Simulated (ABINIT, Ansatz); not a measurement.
# Tellurium (P3_121, 3 atoms a cell): one start, several treatments of the self-energy, part 2 of 2

How much does the gap of Tellurium (P3_121, 3 atoms a cell) depend on the approximation to the self-energy?

ABINIT 10.8.3; PBE and many-body steps on it, plane waves. Known limits of the many-body steps: not at the basis limit; model gap, bands may invert with spin-orbit coupling; screening runs away on this mesh; no spin-orbit coupling; coarse k mesh.

So far. Step 4 (G0W0, Godby-Needs plasmon pole): The gap on the mesh goes from 0.19 eV to 0.44 eV, a correction of +0.25 eV. Step 5 (G0W0, von der Linden-Horsch plasmon pole): Against G0W0 in ABINIT (3×3×2 mesh, 197 bands, screening to 176.9 eV, Godby-Needs plasmon pole), the gap moves by +0.017 eV.

The database entry behind the starting cell differs from later determinations by our own check (inner coordinate of an old entry), so it need not match the best structure at ambient conditions.

## Step 6: G0W0, Engel-Farid plasmon pole

Level of this step: G0W0 on PBE, plane waves, norm-conserving pseudopotentials (ABINIT).

run.abi

```
acell 3*1.0 Angstrom
rprim 
  4.454000000025 -0.000000000006 0.000000000000
  -2.227000000008 3.857277148481 0.000000000000
  0.000000000000 0.000000000000 5.924000000000
ntypat 1
znucl 52
natom 3
typat 1 1 1
xred 
  0.269000000000 0.000000000000 0.333333333333
  0.000000000000 0.269000000000 0.666666666667
  0.731000000000 0.731000000000 -0.000000000000
pp_dirpath "pseudos"
pseudos "Te.upf"
ecut 39
ngkpt 3 3 2
nshiftk 1
shiftk 0 0 0
kptopt 1
chksymbreak 0
istwfk *1
occopt 1
irdwfk 1
optdriver 4
nband 197
gwcalctyp 0
ecutsigx 39
symsigma 1
nkptgw 2
kptgw 
  0.3333333333 0.3333333333 0.5000000000
  0.0000000000 0.0000000000 0.0000000000
bdgw 
  35 39
  34 38
ecuteps 6.5
irdscr 1
ppmodel 4
indata_prefix "in"
outdata_prefix "out"
tmpdata_prefix "tmp"
```

Command:

```bash
$ OMP_NUM_THREADS=1 mpirun -n 4 abinit run.abi > log
```

Numbers of over 12 decimals in the logs are rounded to 6 here.

The log of the run:

```text
.Version 10.8.3 of ABINIT. v10.8.2 released Aug 2026.

 Symmetries : space group P3_1 2 1 (#152); Bravais hP (primitive hexag.)
[... echo of the input left out ...]
== DATASET  1 ==================================================================
-   mpi_nproc: 4, omp_nthreads: 1 (-1 if OMP is not activated)

--- !DatasetInfo
iteration_state: {dtset: 1, }
dimensions: {natom: 3, nkpt: 6, mband: 197, nsppol: 1, nspinor: 1, nspden: 1, mpw: 8029, }
cutoff_energies: {ecut:  39.0, pawecutdg:  -1.0, }
[...]
Band     E0 <VxcDFT>   SigX SigC(E0)      Z dSigC/dE  Sig(E)    E-E0       E
[...]
37   7.856 -13.090  -9.507  -3.600   0.779  -0.284 -13.103  -0.014   7.842
       38   7.856 -13.090  -9.507  -3.600   0.779  -0.284 -13.103  -0.014   7.842

== END DATASET(S) ==============================================================
================================================================================

 -outvars: echo values of variables after computation  --------
           etotal      0.0000000000E+00
            nband         197
             nkpt           6
          spgroup         152
 [... the other variables as echoed above ...]

 Calculation completed.
```

Wall time 22 s (4 MPI ranks of Intel Xeon Platinum 8488C (Sapphire Rapids), shared host); peak memory 1.5 GiB.

This step gave:

```yaml
g0w0_gap_on_the_points_computed: 0.4260 eV
starting_gap_on_the_mesh: 0.1888 eV
k_of_the_valence_top: 0.3333, 0.3333, 0.5
k_of_the_conduction_bottom: 0.3333, 0.3333, 0.5
least_direct_g0w0_gap_on_the_computed_points: 0.4260 eV
```

Against G0W0 in ABINIT (3×3×2 mesh, 197 bands, screening to 176.9 eV, Godby-Needs plasmon pole), the gap moves by −0.013 eV.

## Step 7: One-shot Hartree-Fock

This step: one-shot Hartree-Fock on PBE, plane waves, norm-conserving pseudopotentials.

Edit run.abi of step 6 so:

```diff
@@ -25,4 +25,4 @@
 optdriver 4
-nband 197
-gwcalctyp 0
+nband 40
+gwcalctyp 5
 ecutsigx 39
@@ -36,5 +36,4 @@
   34 38
-ecuteps 6.5
-irdscr 1
-ppmodel 4
+ixc_sigma 40
+fftgw 31
 indata_prefix "in"
```

The log of the run:

```text
.Version 10.8.3 of ABINIT. v10.8.2 released Aug 2026.

 Symmetries : space group P3_1 2 1 (#152); Bravais hP (primitive hexag.)
[... echo of the input left out ...]
== DATASET  1 ==================================================================
-   mpi_nproc: 4, omp_nthreads: 1 (-1 if OMP is not activated)

--- !DatasetInfo
iteration_state: {dtset: 1, }
dimensions: {natom: 3, nkpt: 6, mband: 40, nsppol: 1, nspinor: 1, nspden: 1, mpw: 8029, }
cutoff_energies: {ecut:  39.0, pawecutdg:  -1.0, }
[...]
Band     E0 <VxcDFT>   SigX SigC(E0)      Z dSigC/dE  Sig(E)    E-E0       E
[...]
37   7.856 -13.090  -9.507   0.000   1.000   0.000  -9.507   3.582  11.438
       38   7.856 -13.090  -9.507   0.000   1.000   0.000  -9.507   3.582  11.438

== END DATASET(S) ==============================================================
================================================================================

 -outvars: echo values of variables after computation  --------
           etotal      0.0000000000E+00
            nband          40
             nkpt           6
          spgroup         152
 [... the other variables as echoed above ...]

 Calculation completed.
```

Run time: 6 s. Hardware: 4 MPI ranks; peak memory 0.87 GiB; 23 s of CPU time.

Numbers from this step:

```
quasiparticle gap on the points computed              : 4.7 eV
starting gap on the mesh                              : 0.1888 eV
k of the valence top                                  : 0.3333, 0.3333, 0.5
k of the conduction bottom                            : 0.3333, 0.3333, 0.5
least direct quasiparticle gap on the computed points : 4.7 eV
```

Against G0W0 in ABINIT (3×3×2 mesh, 197 bands, screening to 176.9 eV, Godby-Needs plasmon pole), the gap moves by +4.261 eV.

## Step 8: Side by side

Times are wall times on 4 MPI ranks of Intel Xeon Platinum 8488C (Sapphire Rapids), shared host, good to a factor of about two. A run's time includes the screening step that it read.

| run | mesh | bands | screening cutoff (eV) | DFT gap (eV) | gap on the mesh (eV) | direct (eV) | ε∞ used | time |
| --- | --- | --- | --- | --- | --- | --- | --- | --- |
| G0W0, Godby-Needs plasmon pole | 3×3×2 | 197 | 176.9 | 0.189 | 0.439 | 0.439 | 1328.57 | 2.9 min |
| G0W0, von der Linden-Horsch plasmon pole | 3×3×2 | 197 | 176.9 | 0.189 | 0.456 | 0.456 | 1328.57 | 2.7 min |
| G0W0, Engel-Farid plasmon pole | 3×3×2 | 197 | 176.9 | 0.189 | 0.426 | 0.426 | 1328.57 | 2.6 min |
| one-shot Hartree-Fock | 3×3×2 | - | - | 0.189 | 4.700 | 4.700 | - | 6 s |

## Step 9: Outcome

| Item | Value |
| --- | --- |
| G0W0, Godby-Needs plasmon pole | 0.439 eV |
| G0W0, von der Linden-Horsch plasmon pole | 0.456 eV |
| G0W0, Engel-Farid plasmon pole | 0.426 eV |
| one-shot Hartree-Fock | 4.700 eV |
| known limits | not at the basis limit; model gap, bands may invert with spin-orbit coupling; screening runs away on this mesh; no spin-orbit coupling; coarse k mesh |

In words: G0W0, von der Linden-Horsch plasmon pole: +0.017 eV against G0W0, Godby-Needs plasmon pole. G0W0, Engel-Farid plasmon pole: −0.013 eV against G0W0, Godby-Needs plasmon pole. One-shot Hartree-Fock: +4.261 eV against G0W0, Godby-Needs plasmon pole. Bare exchange alone opens the gap to 4.70 eV; against G0W0, correlation takes back 4.26 eV. Bands and cutoff are finite, so the gap is not at the basis limit. The miss can reach some tenths of an eV and take either sign; the mesh is an error of its own. In the G0W0 runs levels were corrected at 2 k points alone, so a gap called «on the mesh» is the least over those, and an edge elsewhere would be missed. The 3×3×2 mesh is coarse for this cell, which bears on the long-range parts of exchange and screening. With atoms this heavy and so narrow a gap, spin-orbit coupling can invert the bands. These scalar-relativistic gaps are then model values, not to be set against experiment, and a spin-orbit change taken from DFT can't simply be added. For the PBE start: On this mesh the RPA ε∞ passes 90, more than nearly any semiconductor shows; a coarse mesh does this where one point with a narrow direct gap carries much weight. The screening is then too strong, and the G0W0 gap should not be taken as the material's.

[Paths, hosts, dates, memory and timing lines, banners, echoed tables and standing remarks are left out of the program output.]

[Logs are printed without paths, hosts, clocks, repeated set-up lines and the standing remarks that a program may print on its own settings, such as how far it seeks lower states.]

[Runs of the session that timed out or met a known fault of the program may be left out.]

[Hosts, paths, dates, database ids (printed as entryN), source tags and the programs' standing remarks are cut or masked in the printed files.]

[G0W0 gaps are taken among the corrected bands and points alone; a level outside them can change the order at an edge.]

[Where Ansatz stands beside ABINIT at settings called matched, ABINIT's density can come from a denser mesh and the files from another edition; pairs whose starting gaps differed by over 0.03 eV were left out, so agreement reads better than it is.]
